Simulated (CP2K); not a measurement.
Two runs for the C K edge of 1,4-dioxane. Run A: CP2K XAS_TDP, all-electron GAPW, PBEh(45%), aug-cc-pVDZ, TDA, no relativity. Run B differs in one setting.

First lines with a strength over 0.0015. A:

```tsv
atom	energy (eV)	states	strength, one atom
C1 (bonded to C, O and 2 H), 4 alike	285.12	1	0.0248
	285.53	1	0.0209
	285.75	1	0.0213
	286.60	1	0.0021
	286.88	1	0.0047
```

B:

```tsv
atom	energy (eV)	states	strength, one atom
C1 (bonded to C, O and 2 H), 4 alike	278.66	1	0.0057
	279.20	1	0.0060
	279.35	1	0.0126
	279.37	1	0.0019
	280.01	1	0.0046
```

Q: Which was it: scalar relativity switched on, the functional, GW2X switched on, the basis?

The functional (functional from PBEh(45%) to PBE0; the lines alone don't name the new value). A functional moves all lines by electronvolts and changes their spacings and strengths. Against PBEh(45%) in aug-cc-pVDZ, the leading line moves by -6.46 eV, to 278.66 eV; the strength of C1's goes from 0.0248 to 0.0057, so the two may not be the same state. The next line of C1 over the strength cut lies 0.54 eV higher, against 0.41.

[Banner, clock and machine lines of the logs are left out without a mark of their own.]

[Logs are printed without paths, hosts, clocks, repeated set-up lines and the standing remarks that a program may print on its own settings, such as how far it seeks lower states.]

[Hosts, paths, dates, database ids (printed as entryN), source tags and the programs' standing remarks are cut or masked in the printed files.]
